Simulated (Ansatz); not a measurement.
# Changed inputs in constrained RPA: TiTe2 (1H sheet)

What does U in TiTe2 (1H sheet) depend on besides the window?

Program: Ansatz 0.2.0. Level of theory: constrained RPA on PBE, plane waves, PAW. Results are calculated unless marked as measured.

In doubt: RPA on norm-conserving files with a d shell is listed as unsure (step 7), so the values of those runs are not to be relied on.

## (1) Set-up

The cell holds 3 atoms: 1 Ti and 2 Te. Its edges and angles: a = 3.760 Å, b = 3.760 Å, c = 30.970 Å, α = 90.0°, β = 90.0°, γ = 120.0°. Vacuum lies along c.

The structure was relaxed with PBE. The structure was generated from a model, not taken from a measurement. The runs that relaxed it are not among those shown. The program's search for lower electronic states was switched off, so nothing shows that the state found is the lowest. Spin-orbit coupling is left out unless a step names it. The default PAW set here is soft_2. Its files were made with PBE. The Coulomb interaction is cut off across the vacuum.

## (2) Base: Ti d, bands c1 to c5, 6×6×1 mesh, medium accuracy

Constrained RPA screens the interaction with every transition except those inside the target bands, which a later many-body model would treat itself.

The input, input.yaml:

```yaml
crystal:
  lattice:
    - [-3.25615346, 1.87994108, 0.0]
    - [0.0, -3.75988216, 0.0]
    - [0.0, 0.0, 30.96994008]
  atoms:
    - { symbol: Ti, position: [0.0, 0.0, 0.3104064229] }
    - { symbol: Te, position: [0.3333333333, 0.6666666667, 0.3678844693] }
    - { symbol: Te, position: [0.3333333333, 0.6666666667, 0.2529283766] }
  periodic: [true, true, false]
kpoints:
  mp_grid: { grid: [6, 6, 1] }
hamiltonian:
  xc: pbe
scf:
  occupations: { method: gaussian, width: 0.08 }
  n_extra_bands: 19
  max_iter: 150
  lower_state_search: "off"
output:
  crpa:
    kmesh: [6, 6, 1]
    target_bands: [c1, c5]
    projections: [{ species: Ti, l: d, shell: 3 }]
  local_orbitals:
    kmesh: [12, 12, 1]
    orbitals: [{ species: Ti, l: d, shell: 3 }]
    window: { bands: [c1, c5] }
    seedname: lo
```

Command:

```bash
$ ansatz run input.yaml --threads 8 --pin off --max-ram 14745MiB --backend cpu --events-out ev --progress --plain --runs-dir out
```

Numbers of over 12 decimals in the logs are rounded to 6 here.

The program printed:

```text
scf.n_extra_bands = 19 over 22 filled bands (N_el = 44.0): the run solves 41 bands
Engine: ansatz 0.2.0, aarch64-unknown-linux-gnu
Pseudopotentials: kind: paw
Pseudopotential: Ti, paw, valence charge 12, recommended cutoff 420 eV (normal), Ti.paw.azcp
Pseudopotential: Te, paw, valence charge 16, recommended cutoff 420 eV (normal), Te.paw.azcp
Functional definition: PBE
  parameter kappa = 0.804
  parameter beta = 0.066725
  exchange = pbe_x(kappa = kappa, mu = beta*pi^2/3)
  correlation = pbe_c(beta = beta)
Crystal: 3 atoms, lattice volume = 379.157 Å³
Basis set: ecut = 420 eV, 7447 PW (Γ)
Bands: 41, of which v1, the nominal top of the filled ones, is band 22 counted from 1 (21 counted from 0)
Symmetry: 12 space group operations
Space group: P-6m2 (ITA 187), of the structure as read, at distance tolerance 7.2e-5 Å
k-points: 7 of 36 (time reversal used)
Non-local potential: Ti, projectors of the file, l = 0: 3, l = 1: 2, l = 2: 3, l = 3: 1
Non-local potential: Te, projectors of the file, l = 0: 2, l = 1: 2, l = 2: 2, l = 3: 2
PAW form: soft (Blöchl's): semilocal exchange-correlation on the pseudo side does not see the compensation charge
PAW one-centre angular grid: Ti, 590 points (default); XC on 64 Gauss nodes
PAW one-centre angular grid: Te, 590 points (default); XC on 64 Gauss nodes
Initial density: superposition of atomic densities (neutral atoms: chi_scale 0, normalization atom), corrected by the library's trained network
Initial wavefunctions: pseudopotential atomic-orbital guess
Functional: x = pbe(κ = 0.804, μ = 0.219515), c = pbe(β = 0.066725)
SCF iter   1: F=—  HF=-16461.345118 eV  |F-HF|=—  |Δ(HF+E_count)|=         —  Δρ=3.55e-3  dr2=1.27e-1  ethr=1.77e-3  ⟨swp⟩=10.7  Hψ=1920  notcnv=0  defer=43
preconditioner: auto → LDOS  [insulator: Δε(μ)=0.250 eV  Ē_g=10.466 eV  σ=0.080 eV  W_gap=0.97  n_scr=18 (ndim 8)  ℏωp=7.6 eV  f_vac=0.753  D(μ)=0.17/eV (n_scr^D=2)  ε∞_Penn≈1.5  β→1.0]
SCF iter   2: F=—  HF=-16461.373746 eV  |F-HF|=—  |Δ(HF+E_count)|=   2.86e-2  Δρ=4.99e-3  dr2=3.63e-1  ethr=2.89e-4  ⟨swp⟩=4.0  Hψ=584  notcnv=0  defer=94  recentre
SCF iter   3: F=—  HF=-16461.338618 eV  |F-HF|=—  |Δ(HF+E_count)|=   3.51e-2  Δρ=1.53e-3  dr2=2.04e-2  ethr=2.89e-4  ⟨swp⟩=3.0  Hψ=302  notcnv=0  defer=94
SCF iter   4: F=—  HF=-16461.338483 eV  |F-HF|=—  |Δ(HF+E_count)|=   1.35e-4  Δρ=3.21e-4  dr2=4.42e-4  ethr=4.63e-5  ⟨swp⟩=2.9  Hψ=276  notcnv=0  defer=94
SCF iter   5: F=—  HF=-16461.338256 eV  |F-HF|=—  |Δ(HF+E_count)|=   2.27e-4  Δρ=1.07e-4  dr2=6.43e-5  ethr=1.00e-6  ⟨swp⟩=3.0  Hψ=394  notcnv=0  defer=94
SCF iter   6: F=—  HF=-16461.338276 eV  |F-HF|=—  |Δ(HF+E_count)|=   1.96e-5  Δρ=4.05e-5  dr2=1.89e-5  ethr=1.46e-7  ⟨swp⟩=3.3  Hψ=495  notcnv=0  defer=94
SCF iter   7: F=—  HF=-16461.338275 eV  |F-HF|=—  |Δ(HF+E_count)|=   8.28e-7  Δρ=2.07e-5  dr2=1.94e-6  ethr=4.29e-8  ⟨swp⟩=3.1  Hψ=363  notcnv=0  defer=94
SCF iter   8: F=-16461.338275 eV  HF=-16461.338275 eV  |F-HF|=3.05e-8  |Δ(HF+E_count)|=   5.03e-8  Δρ=5.89e-6  dr2=8.45e-8  ethr=2.27e-10  ⟨swp⟩=19.3  Hψ=2573  notcnv=0
SCF 1 converged in 8 iterations: F = -16461.338275 eV  dr2 = 8.45e-8
[...]
NSCF: frozen V_eff on 22 k-points
NSCF: frozen V_eff on 7 k-points
[...]
cRPA screening: q 1/36
cRPA screening: q 2/36
cRPA screening: q 8/36 (q-point 3)
cRPA screening: q 14/36 (q-point 4)
cRPA screening: q 17/36 (q-point 8)
cRPA screening: q 23/36 (q-point 9)
cRPA screening: q 35/36 (q-point 15)
SCF converged after 8 iterations
Free energy (F): -16461.338275 eV
Harris-Foulkes:  -16461.338275 eV  (|F-HF|=3.05e-8)
Internal energy: -16461.337320 eV  (E = F + TS)
E sigma→0 (E₀):  -16461.337798 eV
Entropy (-TS):   -0.000954 eV (-0.318 meV/atom)
Fermi energy:    -5.245819 eV
--- Per-component energies (eV) ---
  E_band       = -1331.539283
  E_kinetic    = 632.396418
  E_local      = -87799.941129  (includes V_loc(G=0)·N_el)
  E_nonlocal   = -611.692974
  E_hartree    = 43854.415934
  E_xc         = -345.808931
  E_vxc        = -329.842396  (∫ρ·V_xc dr)
  E_paw        = -10372.630014  (= ΣΔE_a)
  E_vpaw       = -931.276148  (= ΣTr[D̂ρ^β])
  E_aug_tail   = -0.000236  (compensation charges beyond the density's cutoff)
  E_ewald      = 38181.923611
  E_smearing   = -0.000954  (= −TS)
  E_closure    = 0.000000  (closes the sum)
  Σ components = -16461.338275   (vs F -16461.338275, Δ=0.00e0)
--- Band table (eV; the first three rows and the last of 7) ---
  k-point 0: bands = [... 18 lower, -6.0838, -6.0838, -5.3506, -5.3506, -4.4319, -2.5486, -2.5486, -2.4070, ... 15 higher]
  k-point 1: bands = [... 18 lower, -6.5163, -5.9729, -5.7307, -5.7248, -4.6055, -3.1811, -3.1241, -2.8815, ... 15 higher]
  k-point 2: bands = [... 18 lower, -7.9529, -6.3205, -5.9624, -5.7723, -5.0678, -3.5063, -3.4057, -2.7376, ... 15 higher]
  k-point 6: bands = [... 18 lower, -8.4375, -7.6747, -7.6348, -5.9801, -4.5021, -3.8238, -3.0563, -3.0012, ... 15 higher]
  the weakly bound empty levels are not read free of the cell's end (no_gap_told)
--- cRPA (band scheme, projected local orbitals): target bands 23..27 (1-based), 5 Wannier function(s), 6×6×1 mesh, 54 bands' worth read of 59 solved, ecut_chi 136.0 eV, v(q+G=0) probe_charge, pair densities all_electron ---
  χ-basis size per q: N_G = 1334..1415
  window electrons = 0.0000, filled by tetrahedron_uncorrected; constrained ε̄⁻¹(q = 0, 0) head = 0.274086; min gauge Gram eig = 0.3264
  Kanamori averages over each shell's own Wannier functions (sites counted from 0, functions from 1):
    Site 0, 3D, 5 of 5 d orbitals (Wannier functions 1, 2, 3, 4, 5; wannier90's mr 1, 2, 3, 4, 5):
      screened: U = 1.4040 eV, U' = 0.9118 eV, J = 0.2205 eV
      screened d-shell averages: U_bar = F0 = 1.0102 eV, J_bar = 0.3190 eV
      screened, to within: U = 2.3e-3 eV, U' = 2.3e-3 eV, J = 3.8e-4 eV
      screened d-shell averages, to within: U_bar = 1.6e-3 eV, J_bar = 5.7e-4 eV
      bare: V = 11.3215 eV, V' = 10.5068 eV, J = 0.3500 eV
      bare d-shell averages: V_bar = F0 = 10.6698 eV, J_bar = 0.5129 eV
  Hermiticity witness max|P − P†| over intra, direct and exchange elements: 1.07e-14 eV (screened), 7.11e-15 eV (bare)
  Reality witness max|Im| over intra, direct and exchange elements: 1.16e-12 eV (screened), 7.37e-14 eV (bare)
```

It took 3.8 min on 8 threads of Arm Neoverse V2, shared host; peak memory 3.2 GiB; 29 min of CPU time.

The column dr2 measures how far the density is from self-consistency, as an energy; F and HF (Harris–Foulkes) agree once it is small.

Numbers from this step:

```yaml
u: 1.404 eV
u_prime_inter_orbital: 0.9118 eV
j: 0.2205 eV
bare_v: 11.32 eV
bare_j: 0.3500 eV
stated_bound_on_u: 0.002298 eV
u_over_bare_v: 0.1240
electrons_in_the_window: 0
head_of_the_constrained_inverse_dielectric_matrix: 0.2741
least_eigenvalue_of_the_projection_s_overlap: 0.3264
target_functions: 5
bands_in_the_sums: 54
r_m_s_miss_of_the_model_bands: 0.002485 eV
width_of_the_target_bands: 3.160 eV
weight_of_the_projected_orbitals_in_the_window: 0.6612
```

On the Ti d shell, screening brings the on-site interaction from 11.3 eV down to U = 1.40 eV.

## (3) Changed: 3×3×1 mesh

Edit input.yaml of step 2 so:

```diff
@@ -21,9 +21,4 @@
   crpa:
-    kmesh: [6, 6, 1]
+    kmesh: [3, 3, 1]
     target_bands: [c1, c5]
     projections: [{ species: Ti, l: d, shell: 3 }]
-  local_orbitals:
-    kmesh: [12, 12, 1]
-    orbitals: [{ species: Ti, l: d, shell: 3 }]
-    window: { bands: [c1, c5] }
-    seedname: lo
```

The program printed:

```text
[...]
Crystal: 3 atoms, lattice volume = 379.157 Å³
Basis set: ecut = 420 eV, 7447 PW (Γ)
Bands: 41, of which v1, the nominal top of the filled ones, is band 22 counted from 1 (21 counted from 0)
Symmetry: 12 space group operations
[...]
k-points: 7 of 36 (time reversal used)
[...]
SCF iter   1: F=—  HF=-16461.345118 eV  |F-HF|=—  |Δ(HF+E_count)|=         —  Δρ=3.55e-3  dr2=1.27e-1  ethr=1.77e-3  ⟨swp⟩=10.7  Hψ=1920  notcnv=0  defer=43
[...]
SCF iter   8: F=-16461.338275 eV  HF=-16461.338275 eV  |F-HF|=3.05e-8  |Δ(HF+E_count)|=   5.03e-8  Δρ=5.89e-6  dr2=8.45e-8  ethr=2.27e-10  ⟨swp⟩=19.3  Hψ=2573  notcnv=0
SCF 1 converged in 8 iterations: F = -16461.338275 eV  dr2 = 8.45e-8
[...]
NSCF: frozen V_eff on 3 k-points
[...]
cRPA screening: q 1/9
cRPA screening: q 2/9
cRPA screening: q 8/9 (q-point 5)
SCF converged after 8 iterations
Free energy (F): -16461.338275 eV
[...]
Internal energy: -16461.337320 eV  (E = F + TS)
E sigma→0 (E₀):  -16461.337798 eV
Entropy (-TS):   -0.000954 eV (-0.318 meV/atom)
Fermi energy:    -5.245819 eV
[...]
--- Band table (eV; the first three rows and the last of 7) ---
  k-point 0: bands = [... 18 lower, -6.0838, -6.0838, -5.3506, -5.3506, -4.4319, -2.5486, -2.5486, -2.4070, ... 15 higher]
  k-point 1: bands = [... 18 lower, -6.5163, -5.9729, -5.7307, -5.7248, -4.6055, -3.1811, -3.1241, -2.8815, ... 15 higher]
  k-point 2: bands = [... 18 lower, -7.9529, -6.3205, -5.9624, -5.7723, -5.0678, -3.5063, -3.4057, -2.7376, ... 15 higher]
  k-point 6: bands = [... 18 lower, -8.4375, -7.6747, -7.6348, -5.9801, -4.5021, -3.8238, -3.0563, -3.0012, ... 15 higher]
  the weakly bound empty levels are not read free of the cell's end (no_gap_told)
[...]
χ-basis size per q: N_G = 1344..1415
[...]
screened: U = 1.2346 eV, U' = 0.7535 eV, J = 0.2068 eV
      screened d-shell averages: U_bar = F0 = 0.8497 eV, J_bar = 0.3030 eV
      screened, to within: U = 2.6e-3 eV, U' = 2.5e-3 eV, J = 4.2e-4 eV
      screened d-shell averages, to within: U_bar = 1.7e-3 eV, J_bar = 6.2e-4 eV
      bare: V = 11.3213 eV, V' = 10.4963 eV, J = 0.3413 eV
      bare d-shell averages: V_bar = F0 = 10.6613 eV, J_bar = 0.5063 eV
[...]
```

Elapsed: 46 s, on 8 threads; peak memory 3 GiB.

Numbers from this step:

- U: 1.235 eV
- U prime (inter-orbital): 0.7535 eV
- J: 0.2068 eV
- bare V: 11.32 eV
- bare J: 0.3413 eV
- stated bound on U: 0.002504 eV
- U over bare V: 0.1090
- electrons in the window: 0
- head of the constrained inverse dielectric matrix: 0.2645
- least eigenvalue of the projection's overlap: 0.3264
- target functions: 5
- bands in the sums: 54
- width of the target bands: 3.160 eV
- weight of the projected orbitals in the window: 0.6612

On the Ti d shell, screening brings the on-site interaction from 11.3 eV down to U = 1.23 eV.

## (4) Changed: sums over states

Edit input.yaml of step 3 so:

```diff
@@ -21,4 +21,7 @@
   crpa:
-    kmesh: [3, 3, 1]
+    kmesh: [6, 6, 1]
     target_bands: [c1, c5]
     projections: [{ species: Ti, l: d, shell: 3 }]
+    accuracy: sum_over_states
+    n_empty_bands: 22
+    ecut_chi: 250
```

The program printed:

```text
[...]
Crystal: 3 atoms, lattice volume = 379.157 Å³
Basis set: ecut = 420 eV, 7447 PW (Γ)
Bands: 41, of which v1, the nominal top of the filled ones, is band 22 counted from 1 (21 counted from 0)
Symmetry: 12 space group operations
[...]
k-points: 7 of 36 (time reversal used)
[...]
χ-basis size per q: N_G = 3369..3441
[...]
U and J over all bands: no bound (output.crpa.accuracy: sum_over_states); those below are of the sums over the bands read on the sphere of ecut_chi, with what the atoms add
[...]
screened: U = 1.4916 eV, U' = 0.9377 eV, J = 0.2537 eV
      screened d-shell averages: U_bar = F0 = 1.0485 eV, J_bar = 0.3644 eV
      bare: V = 11.3215 eV, V' = 10.5068 eV, J = 0.3500 eV
      bare d-shell averages: V_bar = F0 = 10.6698 eV, J_bar = 0.5129 eV
[...]
[key lines of the parts left out:]
SCF converged after 8 iterations
Free energy (F): -16461.338275 eV
Fermi energy:    -5.245819 eV
```

It took 31 s on 8 threads; peak memory 1.4 GiB; 3.7 min of CPU time.

This variant gives U = 1.49 eV against 1.40 eV. It is a finite sum over empty states with no bound on its error and stays out of the table below.

## (5) Changed: sums over states on smooth products

Edit input.yaml of step 4 so:

```diff
@@ -25,3 +25,4 @@
     accuracy: sum_over_states
-    n_empty_bands: 22
-    ecut_chi: 250
+    pair_densities: pseudo
+    n_empty_bands: 44
+    ecut_chi: 136
```

The program printed:

```text
[...]
Crystal: 3 atoms, lattice volume = 379.157 Å³
Basis set: ecut = 420 eV, 7447 PW (Γ)
Bands: 41, of which v1, the nominal top of the filled ones, is band 22 counted from 1 (21 counted from 0)
Symmetry: 12 space group operations
[...]
k-points: 7 of 36 (time reversal used)
[...]
the weakly bound empty levels are not read free of the cell's end (no_gap_told)
[...]
χ-basis size per q: N_G = 1334..1415
[...]
screened: U = 1.5187 eV, U' = 0.9122 eV, J = 0.2833 eV
      screened d-shell averages: U_bar = F0 = 1.0335 eV, J_bar = 0.4046 eV
      bare: V = 11.3215 eV, V' = 10.5068 eV, J = 0.3500 eV
      bare d-shell averages: V_bar = F0 = 10.6698 eV, J_bar = 0.5129 eV
[...]
[key lines of the parts left out:]
SCF converged after 8 iterations
Free energy (F): -16461.338275 eV
Fermi energy:    -5.245819 eV
```

Run time: 15 s. Hardware: 8 threads; peak memory 1.4 GiB; 1.8 min of CPU time.

This variant gives U = 1.52 eV against 1.40 eV. It is a finite sum over empty states with no bound on its error and stays out of the table below.

## (6) Changed: strain +3%

The cell differs from the one that the last finished run ended in (a 3.760 → 3.873 Å, b 3.760 → 3.873 Å).

input.yaml, the sections that differ from step 5:

```yaml
crystal:
  lattice:
    - [-3.3538380638, 1.9363393124, 0.0]
    - [0.0, -3.8726786248, 0.0]
    - [0.0, 0.0, 30.96994008]
  atoms:
    - { symbol: Ti, position: [0.0, 0.0, 0.3104064229] }
    - { symbol: Te, position: [0.3333333333, 0.6666666667, 0.3678844693] }
    - { symbol: Te, position: [0.3333333333, 0.6666666667, 0.2529283766] }
  periodic: [true, true, false]
output:
  crpa:
    kmesh: [6, 6, 1]
    target_bands: [c1, c5]
    projections: [{ species: Ti, l: d, shell: 3 }]
  local_orbitals:
    kmesh: [12, 12, 1]
    orbitals: [{ species: Ti, l: d, shell: 3 }]
    window: { bands: [c1, c5] }
    seedname: lo
# kpoints, hamiltonian, scf: as in step 5
```

The program printed:

```text
[...]
Crystal: 3 atoms, lattice volume = 402.248 Å³
Basis set: ecut = 420 eV, 7927 PW (Γ)
Bands: 41, of which v1, the nominal top of the filled ones, is band 22 counted from 1 (21 counted from 0)
Symmetry: 12 space group operations
[...]
k-points: 7 of 36 (time reversal used)
[...]
χ-basis size per q: N_G = 1434..1467
[...]
screened: U = 1.6433 eV, U' = 1.1319 eV, J = 0.2271 eV
      screened d-shell averages: U_bar = F0 = 1.2342 eV, J_bar = 0.3294 eV
      screened, to within: U = 3.2e-3 eV, U' = 3.2e-3 eV, J = 4.0e-4 eV
      screened d-shell averages, to within: U_bar = 2.4e-3 eV, J_bar = 5.9e-4 eV
      bare: V = 11.5831 eV, V' = 10.7303 eV, J = 0.3611 eV
      bare d-shell averages: V_bar = F0 = 10.9008 eV, J_bar = 0.5317 eV
[...]
[key lines of the parts left out:]
SCF converged after 8 iterations
Free energy (F): -16461.279250 eV
Fermi energy:    -5.338119 eV
```

The job ended after 4 min (8 threads; peak memory 3.3 GiB; 30 min of CPU time).

This step gave:

| Item | Value |
| --- | --- |
| U | 1.643 eV |
| U prime (inter-orbital) | 1.132 eV |
| J | 0.2271 eV |
| bare V | 11.58 eV |
| bare J | 0.3611 eV |
| stated bound on U | 0.003181 eV |
| U over bare V | 0.1419 |
| electrons in the window | 0 |
| head of the constrained inverse dielectric matrix | 0.3609 |
| least eigenvalue of the projection's overlap | 0.3543 |
| target functions | 5 |
| bands in the sums | 54 |
| r.m.s. miss of the model bands | 0.001348 eV |
| width of the target bands | 2.786 eV |
| weight of the projected orbitals in the window | 0.6745 |

On the Ti d shell, screening brings the on-site interaction from 11.6 eV down to U = 1.64 eV.

## (7) Changed: potentials

This step: constrained RPA on PBE, plane waves, norm-conserving pseudopotentials.

input.yaml, the sections that differ from step 6:

```yaml
crystal:
  lattice:
    - [-3.25615346, 1.87994108, 0.0]
    - [0.0, -3.75988216, 0.0]
    - [0.0, 0.0, 30.96994008]
  atoms:
    - { symbol: Ti, position: [0.0, 0.0, 0.3104064229] }
    - { symbol: Te, position: [0.3333333333, 0.6666666667, 0.3678844693] }
    - { symbol: Te, position: [0.3333333333, 0.6666666667, 0.2529283766] }
  periodic: [true, true, false]
hamiltonian:
  xc: pbe
  pseudopotentials: { kind: nc }
output:
  crpa:
    kmesh: [6, 6, 1]
    target_bands: [c1, c5]
    projections: [{ species: Ti, l: d, shell: 3 }]
# kpoints, scf: as in step 6
```

The program printed:

```text
[...]
Crystal: 3 atoms, lattice volume = 379.157 Å³
Basis set: ecut = 1155 eV, 33891 PW (Γ)
Bands: 41, of which v1, the nominal top of the filled ones, is band 22 counted from 1 (21 counted from 0)
Symmetry: 12 space group operations
[...]
k-points: 7 of 36 (time reversal used)
[...]
iter 1 solved again at ethr=2.74e-3 eV; its pass at ethr=3.10e-3 eV (dr2=1.21e0 eV) is discarded
[...]
χ-basis size per q: N_G = 1334..1415
[...]
screened: U = 1.3982 eV, U' = 0.9073 eV, J = 0.2200 eV
      screened d-shell averages: U_bar = F0 = 1.0055 eV, J_bar = 0.3181 eV
      screened, to within: U = 2.3e-3 eV, U' = 2.3e-3 eV, J = 4.6e-4 eV
      screened d-shell averages, to within: U_bar = 1.4e-3 eV, J_bar = 6.8e-4 eV
      bare: V = 11.3166 eV, V' = 10.5023 eV, J = 0.3500 eV
      bare d-shell averages: V_bar = F0 = 10.6652 eV, J_bar = 0.5129 eV
[...]
[key lines of the parts left out:]
SCF converged after 8 iterations
Free energy (F): -7547.068485 eV
Fermi energy:    -5.244073 eV
```

Run time: 14 min. Hardware: 8 threads; peak memory 7.4 GiB.

Numbers from this step:

```yaml
u: 1.398 eV
u_prime_inter_orbital: 0.9073 eV
j: 0.2200 eV
bare_v: 11.32 eV
bare_j: 0.3500 eV
stated_bound_on_u: 0.002220 eV
u_over_bare_v: 0.1236
electrons_in_the_window: 0
head_of_the_constrained_inverse_dielectric_matrix: 0.2721
least_eigenvalue_of_the_projection_s_overlap: 0.3295
target_functions: 5
bands_in_the_sums: 54
width_of_the_target_bands: 3.171 eV
weight_of_the_projected_orbitals_in_the_window: 0.6619
```

On the Ti d shell, screening brings the on-site interaction from 11.3 eV down to U = 1.40 eV.

## (8) Side by side

Times are wall times on 8 threads of Arm Neoverse V2, shared host, good to a factor of about two.

| run | bare V (eV) | U (eV) | J (eV) | bound on U (eV) | width (eV) | time |
| --- | --- | --- | --- | --- | --- | --- |
| target window | 11.32 | 1.404 | 0.221 | 0.0023 | 3.16 | 3.8 min |
| 3×3×1 mesh | 11.32 | 1.235 | 0.207 | 0.0025 | 3.16 | 46 s |
| strain +3% | 11.58 | 1.643 | 0.227 | 0.0032 | 2.79 | 4 min |
| potentials | 11.32 | 1.398 | 0.220 | 0.0022 | 3.17 | 14 min |

## (9) Results

| Quantity | Value |
| --- | --- |
| target window | U 1.40 eV, J 0.22 eV |
| 3×3×1 mesh | U 1.23 eV, J 0.21 eV |
| strain +3% | U 1.64 eV, J 0.23 eV |
| potentials | U 1.40 eV, J 0.22 eV |

3×3×1 mesh moves U by −0.17 eV at 0.20 times the time. Strain +3% moves U by +0.24 eV. Potentials moves U by −0.01 eV at 3.7 times the time. The printed bound covers the solver alone, not the mesh, and no denser mesh than the base was run. The parent state is non-magnetic and the interaction static (zero frequency); U depends on the window and the orbitals, so it belongs to this model alone.

[Paths, hosts, dates, memory and timing lines, banners, echoed tables and standing remarks are left out of the program output.]

[Logs are printed without paths, hosts, clocks, repeated set-up lines and the standing remarks that a program may print on its own settings, such as how far it seeks lower states.]

[Runs of the session that timed out or met a known fault of the program may be left out.]

[Hosts, paths, dates, database ids (printed as entryN), source tags and the programs' standing remarks are cut or masked in the printed files.]
